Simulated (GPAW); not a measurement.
# A GW chain in GPAW: CuBiSeO (P4/nmm)

How does a plane-wave GW calculation on CuBiSeO (P4/nmm) run from the first input to the gap?

Calculated with GPAW 26.7.0; LDA and many-body steps on it, plane waves.

### Step 1. Starting point

It takes space group P4/nmm (No. 129, tetragonal). Conventional cell: a = 3.950 Å, b = 3.950 Å, c = 9.068 Å, α = 90.00°, β = 90.00°, γ = 90.00°. Nearest to Cu lie 4 Se at 2.52 Å and 4 Cu at 2.79 Å. Bi has 4 O at 2.35 Å and 4 Se at 3.27 Å nearest. Nearest to Se lie 4 Cu at 2.52 Å and 4 Bi at 3.27 Å. O has 4 Bi at 2.35 Å nearest. Farther neighbours and most contacts between anions are not listed.

The cell and positions are those that the Materials Project relaxed with its own functionals (PBE, PBE+U or r2SCAN), kept fixed. Spin-orbit coupling is left out unless a step names it.

### Step 2. Ground state

This step: GPAW 26.7.0; DFT, LDA, plane waves, PAW.

The ground-state density comes first.

Input file run.py:

```python
import json
import numpy as np
from gpaw.mpi import world
from ase import Atoms
from gpaw import GPAW, PW, FermiDirac

atoms = Atoms(['Cu', 'Cu', 'Bi', 'Bi', 'Se', 'Se', 'O', 'O'],
    cell=[[3.9497130000, 0.0000000000, 0.0000000000],
      [0.0000000000, 3.9497130000, 0.0000000000],
      [0.0000000000, 0.0000000000, 9.0675050000]],
    scaled_positions=[[0.0000000000, 0.0000000000, 0.5000000000],
      [0.5000000000, 0.5000000000, 0.5000000000],
      [0.0000000000, 0.5000000000, 0.8601790000],
      [0.5000000000, 0.0000000000, 0.1398210000],
      [0.5000000000, 0.0000000000, 0.6728240000],
      [0.0000000000, 0.5000000000, 0.3271760000],
      [0.5000000000, 0.5000000000, 0.0000000000],
      [0.0000000000, 0.0000000000, 0.0000000000]],
    pbc=(True, True, True))
calc = GPAW(mode=PW(600),
    xc='LDA',
    kpts={'size': (6, 6, 4), 'gamma': True},
    occupations=FermiDirac(0.001),
    nbands=-10,
    convergence={'density': 1e-6, 'bands': -3},
    maxiter=100,
    txt='gs.txt')
atoms.calc = calc
res = {'energy': atoms.get_potential_energy()}
kpts = calc.get_ibz_k_points()
res['kpts'] = kpts
res['eigenvalues'] = [calc.get_eigenvalues(kpt=k) for k in range(len(kpts))]
res['n_electrons'] = calc.get_number_of_electrons()
calc.write('gs.gpw')

if world.rank == 0:
    with open('result.json', 'w') as f:
        json.dump(res, f, default=lambda x: x.tolist())
```

Launch:

```bash
mpirun -n 4 gpaw python run.py
```

Numbers of over 12 decimals in the logs are rounded to 6 here.

Output:

```text
__  _  _
 | _ |_)|_||  |
 |__||  | ||/\| - 26.7.0

Input parameters:
  mode=PW(ecut=600.0),
  convergence={'density': 1e-06, 'bands': -3},
  kpts=MonkhorstPack(size=(6, 6, 4), gamma=True),
  maxiter=100,
  nbands=-10,
  occupations=Occupations(name='fermi-dirac', width=0.001, fixmagmom=False),
  xc=XC(name='LDA')
  [... matrices ...]
Diagonalizing LCAO Hamiltonian
Converting LCAO to pw mode
   .---------.
  /|         |
 * |         |
 |Bi         |
 | |         |
 | |         |
 | |  Seu    |
 Cu|         |
 |Se         |
 | |         |
 | |         |
 | .--Bi-----.
 |/    O    /
 O---------*

Atoms  # Å, Bohr magnetons
|   | symbol |        x |        y |        z |    initial magnetic moments |
| 0 |     Cu | 0.000000 | 0.000000 | 4.533753 | ( 0.0000,  0.0000,  0.0000) |
| 1 |     Cu | 1.974857 | 1.974857 | 4.533753 | ( 0.0000,  0.0000,  0.0000) |
| 2 |     Bi | 0.000000 | 1.974857 | 7.799677 | ( 0.0000,  0.0000,  0.0000) |
| 3 |     Bi | 1.974857 | 0.000000 | 1.267828 | ( 0.0000,  0.0000,  0.0000) |
| 4 |     Se | 1.974857 | 0.000000 | 6.100835 | ( 0.0000,  0.0000,  0.0000) |
| 5 |     Se | 0.000000 | 1.974857 | 2.966670 | ( 0.0000,  0.0000,  0.0000) |
| 6 |      O | 1.974857 | 1.974857 | 0.000000 | ( 0.0000,  0.0000,  0.0000) |
| 7 |      O | 0.000000 | 0.000000 | 0.000000 | ( 0.0000,  0.0000,  0.0000) |

Unit cell  # Å
| periodic |        x |        y |        z |  lengths |    angles |
|      yes | 3.949713 | 0.000000 | 0.000000 | 3.949713 | 90.000000 |
|      yes | 0.000000 | 3.949713 | 0.000000 | 3.949713 | 90.000000 |
|      yes | 0.000000 | 0.000000 | 9.067505 | 9.067505 | 90.000000 |

Number of symmetries: 8
Symmetry operations  # r_c * U_cc + t_c -> r_c
|   | kind |            matrix            |
| 0 |  E   |  1, 0, 0,  0, 1, 0,  0, 0, 1 |
| 1 |  σ   |  1, 0, 0,  0,-1, 0,  0, 0, 1 |
| 2 |  C2  |  0, 1, 0,  1, 0, 0,  0, 0,-1 |
| 3 |  S4  |  0, 1, 0, -1, 0, 0,  0, 0,-1 |
| 4 |  S4  |  0,-1, 0,  1, 0, 0,  0, 0,-1 |
| 5 |  C2  |  0,-1, 0, -1, 0, 0,  0, 0,-1 |
| 6 |  σ   | -1, 0, 0,  0, 1, 0,  0, 0, 1 |
| 7 |  C2  | -1, 0, 0,  0,-1, 0,  0, 0, 1 |

BZ-sampling:
  Number of BZ points: 144
  Number of IBZ points: 30

  Monkhorst-Pack size: [6, 6, 4]
  Monkhorst-Pack shift: [0.083333, 0.083333, 0.125]

K-points  # in reciprocal-cell coordinates
|     |                                coordinates |     weight |
|   0 | (  0.00000000,   0.00000000,   0.00000000) | 0.00694444 |
|   1 | (  0.00000000,   0.00000000,   0.25000000) | 0.01388889 |
|   2 | (  0.00000000,   0.00000000,   0.50000000) | 0.00694444 |
|   3 | (  0.16666667,   0.00000000,   0.00000000) | 0.02777778 |
|   4 | (  0.16666667,   0.00000000,   0.25000000) | 0.05555556 |
|   5 | (  0.16666667,   0.00000000,   0.50000000) | 0.02777778 |
|   6 | (  0.16666667,   0.16666667,   0.00000000) | 0.02777778 |
|   7 | (  0.16666667,   0.16666667,   0.25000000) | 0.05555556 |
|   8 | (  0.16666667,   0.16666667,   0.50000000) | 0.02777778 |
|   9 | (  0.33333333,   0.00000000,   0.00000000) | 0.02777778 |
| ... |                                            |            |
|  29 | (  0.50000000,   0.50000000,   0.50000000) | 0.00694444 |

Plane wave coefficients: 4760
Cutoff: 600.0 eV

Spin-components: 1 (collinear spins)
Bands:           48
Projectors:      44
Spin-degeneracy: 2
Datatype:        complex128

  Storage: CPU
  Wave functions: 108_495_360 bytes (27_123_840 per core)
  Projectors: 88_152_480 bytes (22_038_120 per core)
  [... matrices ...]
Parallelization:
  kpt:    4
  domain: 1
  band:   1

Density:
  Valence electrons: 76.0
  Components: 1
  Grid points: [24 24 54]
  Charge: 0.0  # |e|

Potential:
  Grid points: [24 24 54]

species:
  Cu:
    name:    Copper
    Z:       29.0
    valence: 11
    core:    18
    charge:  0.0  # [|e|]
    compensation charges:
      type: gauss
      rc: 0.33  # [Å]
      lmax: 2
    cutoffs:
      filter: 2.06  # [Å]
      core: 2.43  # [Å]
    projectors
    | kind |    occ | energy [eV] | rcut [Å] |
    |   4s |  1.000 |      -4.857 |    1.164 |
    |   4p |  0.000 |      -0.783 |    1.164 |
    |   3d | 10.000 |      -5.324 |    1.058 |
    |    s |        |      22.354 |    1.164 |
    |    p |        |      26.429 |    1.164 |
    |    d |        |      21.887 |    1.058 |

    Using partial waves for Cu as LCAO basis

  Bi:
    name:    Bismuth
    Z:       83.0
    valence: 15
    core:    68
    charge:  0.0  # [|e|]
    compensation charges:
      type: gauss
      rc: 0.38  # [Å]
      lmax: 2
    cutoffs:
      filter: 2.23  # [Å]
      core: 2.33  # [Å]
    projectors
    | kind |    occ | energy [eV] | rcut [Å] |
    |   6s |  2.000 |     -14.665 |    1.286 |
    |   6p |  3.000 |      -4.777 |    1.275 |
    |   5d | 10.000 |     -27.225 |    1.349 |
    |    s |        |      12.546 |    1.286 |
    |    p |        |      22.434 |    1.275 |
    |    d |        |      -0.013 |    1.349 |

    Using partial waves for Bi as LCAO basis

  Se:
    name:    Selenium
    Z:       34.0
    valence: 6
    core:    28
    charge:  0.0  # [|e|]
    compensation charges:
      type: gauss
      rc: 0.27  # [Å]
      lmax: 2
    cutoffs:
      filter: 1.77  # [Å]
      core: 2.67  # [Å]
    projectors
    | kind |    occ | energy [eV] | rcut [Å] |
    |   4s |  2.000 |     -17.472 |    0.847 |
    |   4p |  4.000 |      -6.656 |    1.005 |
    |    s |        |       9.739 |    0.847 |
    |    p |        |      20.555 |    1.005 |
    |    d |        |       0.000 |    0.847 |

    Using partial waves for Se as LCAO basis

  O:
    name:    Oxygen
    Z:       8.0
    valence: 6
    core:    2
    charge:  0.0  # [|e|]
    compensation charges:
      type: gauss
      rc: 0.21  # [Å]
      lmax: 2
    cutoffs:
      filter: 1.17  # [Å]
      core: 0.83  # [Å]
    projectors
    | kind |    occ | energy [eV] | rcut [Å] |
    |   2s |  2.000 |     -23.752 |    0.688 |
    |   2p |  4.000 |      -9.195 |    0.598 |
    |    s |        |       3.459 |    0.688 |
    |    p |        |      18.016 |    0.598 |
    |    d |        |       0.000 |    0.619 |

    Using partial waves for O as LCAO basis

Reference energy: -1395069.052862  # eV

eigensolver:
  PPCG
  Converge bands: -3
  niter=2

density mixing:
  MSR1-Mixer
  Pratt-step length: 0.05
  Maximum mixing coefficient: 0.75
  Old densities: 10
  SVD Regularization: 0.005
  Good broyden scale: 1.0
  Trust region scale: 1.0
  Backstep threshold: 4.0
  History deletion threshold: 6.0
  Fourier metric: weight=20.0, sigma=0.015

occupation numbers:
  Fermi-Dirac:
    width: 0.0010  # eV

poisson solver:
  ecut: 4800.0  # eV

xc functional:
  name: None

Initialization done in: 2.759 s

convergence criteria:
- Maximum integral of absolute [dens]ity change: 1e-06 electrons / valence electron
- Maximum [total energy] change in last 3 cyles: 0.0005 eV / valence electron
- Maximum integral of absolute [eigenst]ate change: 4e-08 eV^2 / valence electron
maximum number of iterations: 100

SCF iterations
|iter     |     time |      energy | eigst |  dens |
|iter:   1|  |  -50.452408 | +0.68 |       |
|iter:   2|  |  -48.748024 | -0.46 | -1.03 |
|iter:   3|  |  -45.877415 | -0.55 | -1.09 |
|iter:   4|  |  -45.576874 | -1.26 | -1.49 |
|iter:   5|  |  -45.550353 | -2.16 | -1.74 |
|iter:   6|  |  -45.521536 | -2.50 | -1.97 |
|iter:   7|  |  -45.521572c| -3.34 | -2.64 |
|iter:   8|  |  -45.520738c| -3.74 | -2.97 |
|iter:   9|  |  -45.520801c| -4.70 | -3.41 |
|iter:  10|  |  -45.520822c| -5.44 | -3.84 |
|iter:  11|  |  -45.520824c| -6.20 | -4.65 |
|iter:  12|  |  -45.520825c| -6.95 | -4.86 |
|iter:  13|  |  -45.520825c| -7.49c| -5.67 |
|iter:  14|  |  -45.520825c| -7.83c| -6.27c|

Converged in 14 steps
SCF loop duration: 48.843 s (3.489 s/step)
Energy contributions relative to reference atoms: (reference = -1395069.052862)
  [... matrices ...]
Energy contributions:
  Kinetic:          43.725989
  Coulomb:         -44.395154
  Zero:             -2.904778
  External:          0.000000
  Xc:              -41.946882
  Entropy:          -0.000000
  Spinorbit:         0.000000
  ----------------------------
  Free energy:     -45.520825
  Extrapolated:    -45.520825

dipole moment: (-49.564431, -49.564431, -50.917115)  # |e|*Ang

Fermi level: 7.347
Eigenvalues  # (at kpt = [0.000, 0.000, 0.000])
| band index |      eig [eV] | occ [0-2] |
|          0 |       -16.646 |     2.000 |
|        ... |               |           |
|         30 |         5.293 |     2.000 |
|         31 |         5.687 |     2.000 |
|         32 |         5.879 |     2.000 |
|         33 |         5.879 |     2.000 |
|         34 |         6.043 |     2.000 |
|         35 |         6.443 |     2.000 |
|         36 |         6.867 |     2.000 |
|         37 |         6.867 |     2.000 |
|         38 |         7.473 |     0.000 |
[...]
|         42 |        10.707 |     0.000 |
|         43 |        11.143 |     0.000 |
|         44 |        11.163 |     0.000 |
|         45 |        11.163 |     0.000 |
|        ... |               |           |
|         47 |        12.327 |     0.000 |

Gap: 0.147 eV
Transition (v -> c):
  (s=0, k=11, n=37, [0.33, 0.00, 0.50]) -> (s=0, k=2, n=38, [0.00, 0.00, 0.50])
Direct/indirect transitions are different
Direct gap: 0.173 eV
Transition at: (s=0, k=2, n=37, [0.00, 0.00, 0.50])
# Writing to gs.gpw (mode='')
  [... matrices ...]
```

Run time: 54 s. Hardware: 4 MPI ranks of Arm Neoverse V1, shared host; peak memory 1 GiB; 3.6 min of CPU time.

This step gave:

```yaml
total_energy: -45.52 eV
gap: 0.1470 eV
k_of_the_valence_top: 0.3333, 0, 0.5
k_of_the_conduction_bottom: 0, 0, 0.5
least_direct_gap: 0.1734 eV
```

The gap is indirect, with the least direct gap 0.03 eV higher.

### Step 3. Bands along the symmetry lines

The cheap functional maps the bands first; the places of the edges decide which points the dearer methods must see.

Input file run.py:

```python
import json
import numpy as np
from gpaw.mpi import world
from gpaw import GPAW

path = [[0.000000, 0.000000, 0.000000],
    [0.000000, 0.062500, 0.000000],
    [0.000000, 0.125000, 0.000000],
    [0.000000, 0.187500, 0.000000],
    [0.000000, 0.250000, 0.000000],
    [0.000000, 0.312500, 0.000000],
    [0.000000, 0.375000, 0.000000],
    [0.000000, 0.437500, 0.000000],
    [0.000000, 0.500000, 0.000000],
    [0.062500, 0.500000, 0.000000],
    [0.125000, 0.500000, 0.000000],
    [0.187500, 0.500000, 0.000000],
    [0.250000, 0.500000, 0.000000],
    [0.312500, 0.500000, 0.000000],
    [0.375000, 0.500000, 0.000000],
    [0.437500, 0.500000, 0.000000],
    [0.500000, 0.500000, 0.000000],
    [0.437500, 0.437500, 0.000000],
    [0.375000, 0.375000, 0.000000],
    [0.312500, 0.312500, 0.000000],
    [0.250000, 0.250000, 0.000000],
    [0.187500, 0.187500, 0.000000],
    [0.125000, 0.125000, 0.000000],
    [0.062500, 0.062500, 0.000000],
    [0.000000, 0.000000, 0.000000],
    [0.000000, 0.000000, 0.062500],
    [0.000000, 0.000000, 0.125000],
    [0.000000, 0.000000, 0.187500],
    [0.000000, 0.000000, 0.250000],
    [0.000000, 0.000000, 0.312500],
    [0.000000, 0.000000, 0.375000],
    [0.000000, 0.000000, 0.437500],
    [0.000000, 0.000000, 0.500000],
    [0.000000, 0.062500, 0.500000],
    [0.000000, 0.125000, 0.500000],
    [0.000000, 0.187500, 0.500000],
    [0.000000, 0.250000, 0.500000],
    [0.000000, 0.312500, 0.500000],
    [0.000000, 0.375000, 0.500000],
    [0.000000, 0.437500, 0.500000],
    [0.000000, 0.500000, 0.500000],
    [0.062500, 0.500000, 0.500000],
    [0.125000, 0.500000, 0.500000],
    [0.187500, 0.500000, 0.500000],
    [0.250000, 0.500000, 0.500000],
    [0.312500, 0.500000, 0.500000],
    [0.375000, 0.500000, 0.500000],
    [0.437500, 0.500000, 0.500000],
    [0.500000, 0.500000, 0.500000],
    [0.437500, 0.437500, 0.500000],
    [0.375000, 0.375000, 0.500000],
    [0.312500, 0.312500, 0.500000],
    [0.250000, 0.250000, 0.500000],
    [0.187500, 0.187500, 0.500000],
    [0.125000, 0.125000, 0.500000],
    [0.062500, 0.062500, 0.500000],
    [0.000000, 0.000000, 0.500000],
    [0.000000, 0.500000, 0.000000],
    [0.000000, 0.500000, 0.062500],
    [0.000000, 0.500000, 0.125000],
    [0.000000, 0.500000, 0.187500],
    [0.000000, 0.500000, 0.250000],
    [0.000000, 0.500000, 0.312500],
    [0.000000, 0.500000, 0.375000],
    [0.000000, 0.500000, 0.437500],
    [0.000000, 0.500000, 0.500000],
    [0.500000, 0.500000, 0.000000],
    [0.500000, 0.500000, 0.062500],
    [0.500000, 0.500000, 0.125000],
    [0.500000, 0.500000, 0.187500],
    [0.500000, 0.500000, 0.250000],
    [0.500000, 0.500000, 0.312500],
    [0.500000, 0.500000, 0.375000],
    [0.500000, 0.500000, 0.437500],
    [0.500000, 0.500000, 0.500000]]
calc = GPAW('gs.gpw').fixed_density(kpts=path,
    symmetry='off',
    nbands=48,
    convergence={'bands': 44},
    txt='bands.txt')
res = {}
kpts = calc.get_ibz_k_points()
res['kpts'] = kpts
res['eigenvalues'] = [calc.get_eigenvalues(kpt=k) for k in range(len(kpts))]
res['n_electrons'] = calc.get_number_of_electrons()

if world.rank == 0:
    with open('result.json', 'w') as f:
        json.dump(res, f, default=lambda x: x.tolist())
```

Launch:

```bash
mpirun -n 4 gpaw python run.py
```

Output:

```text
Diagonalizing LCAO Hamiltonian
Converting LCAO to pw mode
convergence criteria:
- Maximum integral of absolute [eigenst]ate change: 4e-08 eV^2 / valence electron
maximum number of iterations: 100

SCF iterations
|iter     |     time |      energy | eigst |  dens |
|iter:   1|  |             | +0.62 |       |
|iter:   2|  |             | -0.57 |       |
|iter:   3|  |             | -1.52 |       |
[...]
|iter:  13|  |             | -6.96 |       |
|iter:  14|  |             | -7.31 |       |
|iter:  15|  |             | -7.72c|       |
SCF steps: 15
  __  _  _
 | _ |_)|_||  |
 |__||  | ||/\| - 26.7.0

Input parameters:
  mode=PW(ecut=600.0),
  convergence={'bands': 44},
  gpts=array([24, 24, 54]),
  kpts=KPoints(kpts=array([[0.    , 0.    , 0.    ],
         [0.    , 0.0625, 0.    ],
         [0.    , 0.125 , 0.    ],
         [0.    , 0.1875, 0.    ],
         [0.    , 0.25  , 0.    ],
         [0.    , 0.3125, 0.    ],
         [0.    , 0.375 , 0.    ],
[...]
[0.0625, 0.5   , 0.    ],
[...]
[0.1875, 0.5   , 0.    ],
[...]
[0.3125, 0.5   , 0.    ],
[...]
[0.4375, 0.4375, 0.    ],
[...]
[0.3125, 0.3125, 0.    ],
[...]
[0.1875, 0.1875, 0.    ],
[...]
[0.    , 0.    , 0.0625],
[...]
[0.    , 0.    , 0.1875],
[...]
[0.    , 0.    , 0.3125],
[...]
[0.    , 0.3125, 0.5   ],
[...]
[0.    , 0.4375, 0.5   ],
[...]
[0.3125, 0.5   , 0.5   ],
[...]
[0.4375, 0.5   , 0.5   ],
[...]
[0.1875, 0.1875, 0.5   ],
[...]
[0.0625, 0.0625, 0.5   ],
[...]
[0.5   , 0.5   , 0.25  ],
         [0.5   , 0.5   , 0.3125],
         [0.5   , 0.5   , 0.375 ],
         [0.5   , 0.5   , 0.4375],
         [0.5   , 0.5   , 0.5   ]])),
  maxiter=100,
  nbands=48,
  occupations=Occupations(name='fermi-dirac', width=0.001, fixmagmom=False),
  parallel={},
  symmetry=Symmetry(point_group=False, time_reversal=False),
  xc=XC(name='LDA')
```

Run time: 1.8 min. Hardware: 4 MPI ranks; peak memory 1.4 GiB.

This step gave:

```yaml
gap: 0.1333 eV
k_of_the_valence_top: 0, 0.25, 0.5
k_of_the_conduction_bottom: 0, 0, 0.5
least_direct_gap: 0.1734 eV
```

The gap is 0.133 eV, −0.014 eV from the run before at this level.

The electronic bands at the labelled points (eV, zero at the top of the highest filled band):

```
    point  band 35  band 36  band 37  band 38  band 39  band 40  band 41  band 42
        Γ    -1.20    -0.80    -0.38    -0.38     0.23     0.86     3.05     3.05
  halfway    -0.82    -0.62    -0.40    -0.19     1.31     1.79     2.03     2.70
        X    -0.65    -0.65    -0.23    -0.23     1.74     1.74     2.91     2.91
  halfway    -1.32    -1.32    -0.98    -0.98     1.88     1.88     2.50     2.50
        M    -1.75    -1.75    -1.22    -1.22     0.59     0.59     2.54     2.54
  halfway    -1.07    -1.07    -0.71    -0.44     1.31     2.03     2.58     2.68
        Γ    -1.20    -0.80    -0.38    -0.38     0.23     0.86     3.05     3.05
  halfway    -1.20    -0.81    -0.21    -0.21     0.28     0.53     2.64     2.64
        Z    -1.20    -0.74    -0.04    -0.04     0.13     0.36     2.33     2.33
  halfway    -0.92    -0.84    -0.57     0.00     1.53     1.81     2.52     2.69
        R    -0.58    -0.58    -0.25    -0.25     1.60     1.60     2.97     2.97
  halfway    -1.31    -1.31    -0.74    -0.74     1.24     1.24     3.10     3.10
        A    -1.75    -1.75    -1.02    -1.02     1.53     1.53     2.43     2.43
  halfway    -1.21    -1.03    -0.95    -0.30     1.21     2.32     2.45     3.12
        Z    -1.20    -0.74    -0.04    -0.04     0.13     0.36     2.33     2.33
jump to X    -0.65    -0.65    -0.23    -0.23     1.74     1.74     2.91     2.91
  halfway    -0.62    -0.62    -0.24    -0.24     1.67     1.67     2.94     2.94
        R    -0.58    -0.58    -0.25    -0.25     1.60     1.60     2.97     2.97
jump to M    -1.75    -1.75    -1.22    -1.22     0.59     0.59     2.54     2.54
  halfway    -1.75    -1.75    -1.10    -1.10     0.94     0.94     2.72     2.72
        A    -1.75    -1.75    -1.02    -1.02     1.53     1.53     2.43     2.43
```

### Step 4. Empty states on the mesh, 4×4×2 mesh, 331 bands

The sums over transitions need many empty states on a uniform mesh; this step solves for them.

Input file run.py:

```python
import json
import numpy as np
from gpaw.mpi import world
from gpaw import GPAW

calc = GPAW('gs.gpw').fixed_density(kpts={'size': (4, 4, 2), 'gamma': True},
    nbands=386,
    convergence={'bands': 331},
    txt='nscf.txt')
calc.write('full.gpw', mode='all')
res = {}
kpts = calc.get_ibz_k_points()
res['kpts'] = kpts
res['eigenvalues'] = [calc.get_eigenvalues(kpt=k) for k in range(len(kpts))]
res['n_electrons'] = calc.get_number_of_electrons()

if world.rank == 0:
    with open('result.json', 'w') as f:
        json.dump(res, f, default=lambda x: x.tolist())
```

Launch:

```bash
mpirun -n 4 gpaw python run.py
```

Output:

```text
Diagonalizing LCAO Hamiltonian
Converting LCAO to pw mode
convergence criteria:
- Maximum integral of absolute [eigenst]ate change: 4e-08 eV^2 / valence electron
maximum number of iterations: 100

SCF iterations
|iter     |     time |      energy | eigst |  dens |
|iter:   1|  |             | +4.35 |       |
|iter:   2|  |             | +3.15 |       |
|iter:   3|  |             | +2.15 |       |
[...]
|iter:  16|  |             | -6.92 |       |
|iter:  17|  |             | -7.32 |       |
|iter:  18|  |             | -7.59c|       |
SCF steps: 18
  __  _  _
 | _ |_)|_||  |
 |__||  | ||/\| - 26.7.0

Input parameters:
  mode=PW(ecut=600.0),
  convergence={'bands': 331},
  gpts=array([24, 24, 54]),
  kpts=MonkhorstPack(size=(4, 4, 2), gamma=True),
  maxiter=100,
  nbands=386,
  occupations=Occupations(name='fermi-dirac', width=0.001, fixmagmom=False),
  parallel={},
  xc=XC(name='LDA')
# Writing to full.gpw (mode='all')
  [... matrices ...]

timing:  # [seconds]
  Total: 0.138  # ━━━━━━━━━━━━━━━━━━━━━━━━━━━━━━━━━━━━━━━━━━━━━━━━━━━━━━━━━━━
```

It took 6.1 min on 4 MPI ranks; peak memory 1.7 GiB; 24 min of CPU time.

Numbers from this step:

```
gap                                                           : 0.1333 eV
k of the valence top                                          : 0.25, 0, 0.5
k of the conduction bottom                                    : 0, 0, 0.5
least direct gap                                              : 0.1734 eV
k points computed                                             : 12
lowest point of the top converged band, above the valence top : 83.6815 eV
```

On this mesh the gap is 0.133 eV.

(Continued in part 2 of 2.)

[Paths, hosts, dates, memory and timing lines, banners, echoed tables and standing remarks are left out of the program output.]

[Logs are printed without paths, hosts, clocks, repeated set-up lines and the standing remarks that a program may print on its own settings, such as how far it seeks lower states.]

[Runs of the session that timed out or met a known fault of the program may be left out.]

[Hosts, paths, dates, database ids (printed as entryN), source tags and the programs' standing remarks are cut or masked in the printed files.]
